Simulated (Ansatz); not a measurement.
# Decaying states in the gap of SbI2, part 2 of 4

Wanted: the relaxed cell of SbI2, its band edges and its decay constants. It is built by putting Sb for P in the PI2 structure of space group P-1, with the volume rescaled by atomic radii. The parent structure comes from the Materials Project.

Ansatz 0.2.0; LDA DFT, plane waves, PAW files (the session's first sound run).

So far. Step 2 (Relaxing the new crystal): The largest force component on a free atom ends at 0.0037 eV/Å.

The structure was built from a prototype and need not be the compound's stable phase.

**3. The bulk crystal and its band edges**

The energy window and the wavevectors of the next steps follow from the band edges, so these are searched first, off the mesh as well.

File input.yaml:

```yaml
crystal:
  lattice:
    - [4.0654263374, -0.9356277937, 0.1639527983]
    - [-0.3964775751, 7.5642715754, -0.4787266196]
    - [1.8656896085, 0.0674424605, 7.2704903054]
  atoms:
    - { symbol: Sb, position: [0.6304620529, 0.207569996, 0.9471867955] }
    - { symbol: Sb, position: [0.3695379471, 0.792430004, 0.0528132045] }
    - { symbol: I, position: [0.2660096396, 0.1837819067, 0.6525395852] }
    - { symbol: I, position: [0.7339903604, 0.8162180933, 0.3474604148] }
    - { symbol: I, position: [0.049874212, 0.3223326535, 0.2244153412] }
    - { symbol: I, position: [0.950125788, 0.6776673465, 0.7755846588] }
kpoints:
  mp_grid: { grid: [6, 4, 4] }
  band_path: { path: [VBM, CBM], npoints: 30 }
scf:
  occupations: { method: fixed }
hamiltonian:
  xc: lda
output:
  eigenvalues: true
  write_potential: true
  write_density: true
  volumetric_format: npy
```

Launch:

```sh
ansatz run input.yaml --threads 2 --pin off --max-ram 4096MiB --backend cpu --events-out ev --progress --plain --runs-dir out
```

Numbers of over 12 decimals in the logs are rounded to 6 here.

Log:

```text
[...]
Crystal: 6 atoms, lattice volume = 219.534 Å³
Basis set: ecut = 420 eV, 4253 PW (Γ)
Bands: 59, of which v1, the nominal top of the filled ones, is band 49 counted from 1 (48 counted from 0)
Symmetry: 2 space group operations
[...]
k-points: 52 of 96
[...]
SCF iter   1: F=—  HF=-42096.375856 eV  |F-HF|=—  |Δ(HF+E_count)|=         —  Δρ=4.83e-3  dr2=2.44e-2  ethr=1.77e-3  ⟨swp⟩=5.0  Hψ=10303  notcnv=0  defer=397
[...]
SCF iter   7: F=-42096.365166 eV  HF=-42096.365166 eV  |F-HF|=4.71e-8  |Δ(HF+E_count)|=   5.82e-8  Δρ=4.30e-6  dr2=8.81e-8  ethr=1.02e-10  ⟨swp⟩=15.9  Hψ=16178  notcnv=0
SCF 1 converged in 7 iterations: F = -42096.365166 eV  dr2 = 8.81e-8
[...]
NSCF: frozen V_eff on 112 k-points
[...]
SCF converged after 7 iterations
Free energy (F): -42096.365166 eV
[...]
Internal energy: -42096.365166 eV  (E = F + TS)
E sigma→0 (E₀):  -42096.365166 eV
Fermi energy:    7.281903 eV
[...]
--- Band table (eV; the first three rows and the last of 52) ---
  k-point 0: bands = [... 45 lower, 5.3511, 5.4812, 6.2186, 6.8960, 8.3865, 8.7731, 9.0482, 9.1394, ... 6 higher]
  k-point 1: bands = [... 45 lower, 5.5504, 5.9150, 6.1205, 7.0329, 8.0951, 8.4904, 8.8009, 9.0298, ... 6 higher]
  k-point 2: bands = [... 45 lower, 5.5422, 6.0517, 6.3268, 7.2819, 7.6030, 8.2034, 8.6622, 8.8595, ... 6 higher]
  k-point 51: bands = [... 45 lower, 5.5012, 5.6625, 5.7005, 6.1976, 8.2494, 9.0528, 9.3202, 9.4229, ... 6 higher]
```

The job ended after 23 s (2 threads of AMD EPYC 9R45, shared host; peak memory 0.96 GiB).

Reading the cycles: dr2 is the Hartree energy of the density residual (eV), the measure of convergence; HF is the Harris–Foulkes estimate of the energy, which meets the free energy F at convergence.

This step gave:

| Quantity | Value |
| --- | --- |
| Fermi energy | 7.282 eV |
| gap on the k-mesh | 0.3211 eV |
| gap on path | 0.3211 eV, by band count; negative where bands overlap |
| direct gap on path | 0.3211 eV |
| edge places on path | 0, 0 1/A along the path |

Levels at VBM (eV): -4.89, -4.27, -3.65, -3.64, -3.43, -3.27, -1.95, -1.87, -1.83, -1.74, -1.23, -0.96, 0.00, 0.32, 0.92, 1.38, 1.58, 1.78, 3.69, 4.06, 5.28, 5.53, 6.27.

The searched edges give 0.321 eV, as on the mesh.

**4. Decaying states in the gap, plane (010), k-mesh 4×6×4**

This step: LDA DFT, plane waves, PAW files; complex bands by layer matching along the plane's normal (Ansatz 0.2.0).

The same crystal is laid in a cell whose first two vectors span the (010) plane (indices of the standard conventional cell, whose axes can be ordered otherwise than in the bulk input). At fixed energy and wavevector in the plane the solver finds all kz, real and complex. A few wavevectors are listed, (0, 0) and (-0.5, 0) in units of the plane's reciprocal vectors; the slowest state needn't be among them.

File input.yaml:

```yaml
crystal:
  lattice:
    - [7.506355672, 0.0, 0.0]
    - [1.160848252, 4.010287088, 0.0]
    - [-0.494264915, -2.04322407, 7.29284003]
  atoms:
    - { symbol: Sb, position: [0.9471867955, 0.6304620529, 0.207569996] }
    - { symbol: Sb, position: [0.0528132045, 0.3695379471, 0.792430004] }
    - { symbol: I, position: [0.6525395852, 0.2660096396, 0.1837819067] }
    - { symbol: I, position: [0.3474604148, 0.7339903604, 0.8162180933] }
    - { symbol: I, position: [0.2244153412, 0.049874212, 0.3223326535] }
    - { symbol: I, position: [0.7755846588, 0.950125788, 0.6776673465] }
kpoints:
  mp_grid: { grid: [4, 6, 4] }
scf:
  occupations: { method: fixed }
hamiltonian:
  xc: lda
output:
  eigenvalues: true
  transmission:
    leads: [[0, 0]]
    kpoints: [[0.0, 0.0], [-0.5, 0.0]]
    e_range: [-1.0, 1.32]
    de: 0.06
```

Log:

```text
[...]
Crystal: 6 atoms, lattice volume = 219.534 Å³
Basis set: ecut = 420 eV, 4253 PW (Γ)
Bands: 59, of which v1, the nominal top of the filled ones, is band 49 counted from 1 (48 counted from 0)
Symmetry: 2 space group operations
[...]
k-points: 52 of 96
[...]
SCF iter   1: F=—  HF=-42096.375303 eV  |F-HF|=—  |Δ(HF+E_count)|=         —  Δρ=4.85e-3  dr2=2.46e-2  ethr=1.77e-3  ⟨swp⟩=5.0  Hψ=10383  notcnv=0  defer=395
[...]
SCF iter   7: F=-42096.365166 eV  HF=-42096.365166 eV  |F-HF|=6.35e-8  |Δ(HF+E_count)|=   3.91e-8  Δρ=4.33e-6  dr2=9.75e-8  ethr=1.02e-10  ⟨swp⟩=16.0  Hψ=16116  notcnv=0
SCF 1 converged in 7 iterations: F = -42096.365166 eV  dr2 = 9.75e-8
[...]
transmission: 9 of 18 steps passed
transmission: 18 of 18 steps passed
SCF converged after 7 iterations
Free energy (F): -42096.365166 eV
[...]
Internal energy: -42096.365166 eV  (E = F + TS)
E sigma→0 (E₀):  -42096.365166 eV
Fermi energy:    7.281905 eV
[...]
--- Band table (eV; the first three rows and the last of 52) ---
  k-point 0: bands = [... 45 lower, 5.3511, 5.4812, 6.2186, 6.8960, 8.3865, 8.7731, 9.0482, 9.1394, ... 6 higher]
  k-point 1: bands = [... 45 lower, 5.1748, 5.5839, 5.8469, 6.3251, 8.4248, 8.7981, 9.0101, 9.3790, ... 6 higher]
  k-point 2: bands = [... 45 lower, 5.2115, 5.2495, 5.7669, 6.1058, 8.4418, 8.8348, 8.8789, 9.2897, ... 6 higher]
  k-point 51: bands = [... 45 lower, 5.5012, 5.6625, 5.7005, 6.1976, 8.2494, 9.0528, 9.3202, 9.4229, ... 6 higher]
--- Transmission ---
  basis      : 259 plane waves across, 9 finite elements along
  points     : 2, as listed
  energies   : 39 from -1.000000 to 1.280000 eV about the Fermi level, 0.060000 eV apart; the leads are filled to 0.160537 eV, and channels, transmission and decay are at 0.140000 eV
  crystal 0  : I4Sb2, at the sites [0, 0], period 7.2928 Å: whole cells are its period
    offset         : up to 0.0000 Å between an atom of the period and one for which it stands
    channels       : 0.000000e0 a spin
    conductance    : none, the energies end too early or step too widely for 300 K: set another output.transmission.e_range or a lower de, or, where they end at an eighth of basis.ecutwfc, a higher one
    slowest decay  : 0.0725 /Å at (-0.5000, 0.0000)
```

The job ended after 17 s (2 threads; peak memory 1 GiB).

This step gave:

```
level to which the leads are filled                       : 0.1605 eV from the Fermi level
decay constant at the filling level, zone centre          : 0.1245 Å⁻¹
decay constant at the filling level, slowest listed point : 0.0725 Å⁻¹
```

K parallel (0, 0); values up to 1.5 1/Å, a degenerate pair printed once or twice; energies at which all values exceed this have no row. The Im kz of the slowest decaying states by energy, zero at the highest filled level on the SCF mesh:

```
energy (eV)  decay 1 (Å⁻¹)  decay 2 (Å⁻¹)  decay 3 (Å⁻¹)  decay 4 (Å⁻¹)
     -1.000         0.0756          0.279          0.528          0.560
     -0.820          0.142          0.317          0.546          0.573
     -0.700          0.169          0.336          0.556          0.580
     -0.520          0.198          0.360          0.572          0.585
     -0.340         0.0437          0.221          0.382          0.586
     -0.160         0.0908          0.239          0.373          0.438
     -0.040          0.108          0.249          0.350          0.535
      0.020          0.114          0.254          0.342          0.540
      0.140          0.125          0.262          0.330          0.547
      0.320          0.135          0.274          0.313          0.551
      0.440          0.139          0.282          0.302          0.550
      0.620          0.142          0.282          0.297          0.535
      0.800          0.141          0.257          0.352          0.399
      0.980          0.131          0.220          0.283          0.559
      1.100         0.0513          0.173          0.202          0.541
      1.280          0.135          0.182          0.247          0.495
```

K parallel (-0.5, 0); values up to 1.5 1/Å, a degenerate pair printed once or twice; energies at which all values exceed this have no row. Im kz of the slowest decaying states against energy, zero at the highest filled level on the SCF mesh:

```
energy (eV)  decay 1 (Å⁻¹)  decay 2 (Å⁻¹)  decay 3 (Å⁻¹)  decay 4 (Å⁻¹)
     -1.000         0.0533          0.134          0.491          0.657
     -0.880          0.109          0.161          0.504          0.633
     -0.760          0.168          0.181          0.512          0.618
     -0.640          0.202          0.517          0.604          0.610
     -0.520          0.223          0.521          0.577          0.603
     -0.400          0.238          0.526          0.551          0.598
     -0.340          0.242          0.529          0.538          0.596
     -0.220          0.247          0.496          0.514          0.575
     -0.100          0.246          0.491          0.492          0.588
      0.020         0.0313          0.238          0.470          0.494
      0.140         0.0725          0.225          0.449          0.499
      0.260         0.0719          0.202          0.429          0.503
      0.380          0.177          0.408          0.507          0.567
      0.500          0.180          0.384          0.510          0.561
      0.620          0.172          0.185          0.354          0.513
      0.680          0.187          0.229          0.330          0.516
      0.800          0.187          0.298          0.402          0.519
      0.920         0.0550          0.183          0.305          0.529
      1.040          0.173          0.305          0.322          0.518
      1.160          0.153          0.295          0.419          0.503
      1.280         0.0863          0.260          0.476          0.526
```

K parallel (-0.5, 0). Table of Re kz of states that move upwards, channel 1 by energy, zero at the highest filled level on the SCF mesh:

```
energy (eV)  Re kz of states that move upwards, channel 1 (Å⁻¹)
     -1.000                                             -0.0859
     -0.880                                              -0.390
     -0.760                                              -0.325
     -0.700                                              -0.299
     -0.580                                              -0.251
     -0.460                                              -0.205
     -0.340                                              -0.162
     -0.220                                              -0.119
     -0.160                                             -0.0959
     -0.040                                             -0.0408
      0.020                                                   -
      0.080                                                   -
      0.200                                                   -
      0.320                                                   -
      0.440                                               0.216
      0.500                                               0.306
      0.620                                                   -
      0.740                                                   -
      0.860                                                   -
      0.980                                                   -
      1.040                                                   -
      1.160                                                   -
      1.280                                                   -
```

At the listed wavevectors the last open channel is at -0.04 eV and the next at +0.38 eV on the grid. At +0.14 eV, the grid energy nearest the filling level (the middle of the gap on the SCF mesh), the slowest state at the listed wavevectors decays with κ = 0.0725 Å⁻¹, its amplitude falling by e over 14 Å. Through 1 nm of this crystal that state's transmission falls by exp(−2 × 0.0725 Å⁻¹ × 10 Å) = 0.23.

**5. Decay over the two-dimensional zone**

The listed points could miss the slowest state, so one energy near mid-gap is solved on a mesh of 6×8.

Edit input.yaml of step 4 so:

```diff
@@ -20,6 +20,2 @@
   eigenvalues: true
-  transmission:
-    leads: [[0, 0]]
-    kpoints: [[0.0, 0.0], [-0.5, 0.0]]
-    e_range: [-1.0, 1.32]
-    de: 0.06
+  transmission: { leads: [[0, 0]], kmesh: [6, 8], e_range: [0.16, 0.17], de: 0.05 }
```

Log:

```text
[...]
Crystal: 6 atoms, lattice volume = 219.534 Å³
Basis set: ecut = 420 eV, 4253 PW (Γ)
Bands: 59, of which v1, the nominal top of the filled ones, is band 49 counted from 1 (48 counted from 0)
Symmetry: 2 space group operations
[...]
k-points: 52 of 96
[...]
SCF iter   1: F=—  HF=-42096.375303 eV  |F-HF|=—  |Δ(HF+E_count)|=         —  Δρ=4.85e-3  dr2=2.46e-2  ethr=1.77e-3  ⟨swp⟩=5.0  Hψ=10383  notcnv=0  defer=395
[...]
SCF iter   7: F=-42096.365166 eV  HF=-42096.365166 eV  |F-HF|=6.35e-8  |Δ(HF+E_count)|=   3.91e-8  Δρ=4.33e-6  dr2=9.75e-8  ethr=1.02e-10  ⟨swp⟩=16.0  Hψ=16116  notcnv=0
SCF 1 converged in 7 iterations: F = -42096.365166 eV  dr2 = 9.75e-8
[...]
transmission: 36 of 234 steps passed
transmission: 72 of 234 steps passed
[...]
transmission: 234 of 234 steps passed
SCF converged after 7 iterations
Free energy (F): -42096.365166 eV
[...]
Internal energy: -42096.365166 eV  (E = F + TS)
E sigma→0 (E₀):  -42096.365166 eV
Fermi energy:    7.281905 eV
[...]
--- Band table (eV; the first three rows and the last of 52) ---
  k-point 0: bands = [... 45 lower, 5.3511, 5.4812, 6.2186, 6.8960, 8.3865, 8.7731, 9.0482, 9.1394, ... 6 higher]
  k-point 1: bands = [... 45 lower, 5.1748, 5.5839, 5.8469, 6.3251, 8.4248, 8.7981, 9.0101, 9.3790, ... 6 higher]
  k-point 2: bands = [... 45 lower, 5.2115, 5.2495, 5.7669, 6.1058, 8.4418, 8.8348, 8.8789, 9.2897, ... 6 higher]
  k-point 51: bands = [... 45 lower, 5.5012, 5.6625, 5.7005, 6.1976, 8.2494, 9.0528, 9.3202, 9.4229, ... 6 higher]
--- Transmission ---
  basis      : 259 plane waves across, 9 finite elements along
  points     : 26, standing for a mesh of 6 x 8
  energies   : 1 from 0.160000 to 0.160000 eV about the Fermi level; the leads are filled to 0.160537 eV, and channels, transmission and decay are at 0.160000 eV
  crystal 0  : I4Sb2, at the sites [0, 0], period 7.2928 Å: whole cells are its period
[...]
channels       : 0.000000e0 a spin
    conductance    : none, crystal 0 has no channel at the energies, or these end too early or step too widely for 300 K: set another output.transmission.e_range or a lower de, or, where they end at an eighth of basis.ecutwfc, a higher one
    slowest decay  : 0.0752 /Å at (0.5000, 0.0000)
```

Wall time 27 s (2 threads); peak memory 1.2 GiB; 54 s of CPU time.

This step gave:

```
least decay constant on the mesh : 0.0752 Å⁻¹
```

Slowest decay constant (1/Å; 0 where a channel is open) over k1 and k2. At 0.1600 eV from the Fermi level.

Ten even steps from '0' (0.075) to '9' (0.228):
```
777777
444333
222332
023332
223322
433344
777777
899899
```
Columns: k1 (b1) from -0.5 to 0.333; rows upwards: k2 (b2) from -0.5 to 0.375.

The least value on the mesh is 0.0752 Å⁻¹ at +0.16 eV. At that energy the listed points give about 0.0743 Å⁻¹ by interpolation, so the mesh holds no clearly slower state.

(Continued in part 3 of 4.)

[Logs are printed without paths, hosts, clocks, repeated set-up lines and the standing remarks that a program may print on its own settings, such as how far it seeks lower states.]

[Hosts, paths, dates, database ids (printed as entryN), source tags and the programs' standing remarks are cut or masked in the printed files.]
